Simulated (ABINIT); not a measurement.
# Calculated records

**Beyond one shot: RbCaH3 (Pm-3m)**

Symmetry: Pm-3m, No. 221, cubic system. The conventional cell has a = 4.547 Å, b = 4.547 Å, c = 4.547 Å, α = 90.00°, β = 90.00°, γ = 90.00°. Nearest to Rb lie 12 H at 3.22 Å. Nearest to Ca lie 6 H at 2.27 Å. H has 2 Ca at 2.27 Å and 8 H at 3.22 Å and 4 Rb at 3.22 Å nearest. Farther neighbours, and contacts between anions beyond the nearest, are not listed.

```
method         : RPA screening on LDA from quasiparticle energies, plane waves, norm-conserving pseudopotentials (and 5 further levels or steps)
program        : ABINIT 10.8.3
settings       : cutoff 31 Ha, PseudoDojo scalar-relativistic 0.4.1 standard, norm-conserving, ngkpt (2, 2, 2), nband 73, ecuteps 3.9 Ha, gwcalctyp 10, inclvkb 2, shiftk (0, 0, 0), symchi 1, awtr 1, frequency ppm, cycle 4, q points all but q = 0, 2×2×2 k-mesh
cost           : 18 runs, 9.3 min in all on 4 MPI ranks of Arm Neoverse N1, shared host
notes          : The cell and positions come from the Crystallography Open Database and are kept as given unless a step says otherwise. Limits: no spin-orbit coupling. The first cycle of evGW0 takes the full correction, without the factor Z, so it overshoots the one-shot value. The 2×2×2 mesh is coarse for this cell, which bears on the long-range parts of exchange and screening.
G0W0           : 5.383 eV
evGW0, cycle 1 : 5.780 eV
evGW0, cycle 2 : 5.638 eV
evGW0, cycle 3 : 5.643 eV
evGW, cycle 1  : 6.335 eV
evGW, cycle 2  : 6.437 eV
evGW, cycle 3  : 6.451 eV
evGW, cycle 4  : 6.453 eV
known limits   : short of the basis limit; no spin-orbit coupling; coarse k mesh
```

Only the bands that the input lists are updated; the higher empty ones keep the functional's energies. The evGW loop starts from the last levels of evGW0, so its cycles and time come on top of those.

[Long decimals in the printed logs are rounded to 6 places.]

[Logs are printed without paths, hosts, clocks, repeated set-up lines and the standing remarks that a program may print on its own settings, such as how far it seeks lower states.]

[Paths, hosts, dates, memory and timing lines, banners, echoed tables and standing remarks are left out of the program output; an Ansatz launch command may be rebuilt from the run's recorded settings. Measured values are a selection of at most five: reports struck by readers or far from the other reports are left out. None is set beside runs whose start may be inverted or whose files or cutoffs have a known fault.]

[Runs of the session that timed out or met a known fault of the program may be left out.]

[Hosts, paths, dates, database ids (printed as entryN), source tags and the programs' standing remarks are cut or masked in the printed files.]

[G0W0 gaps are taken among the corrected bands and points alone; a level outside them can change the order at an edge.]

[Where Ansatz stands beside ABINIT at settings called matched, ABINIT's density can come from a denser mesh and the files from another edition; pairs whose starting gaps differed by over 0.03 eV were left out, so agreement reads better than it is.]
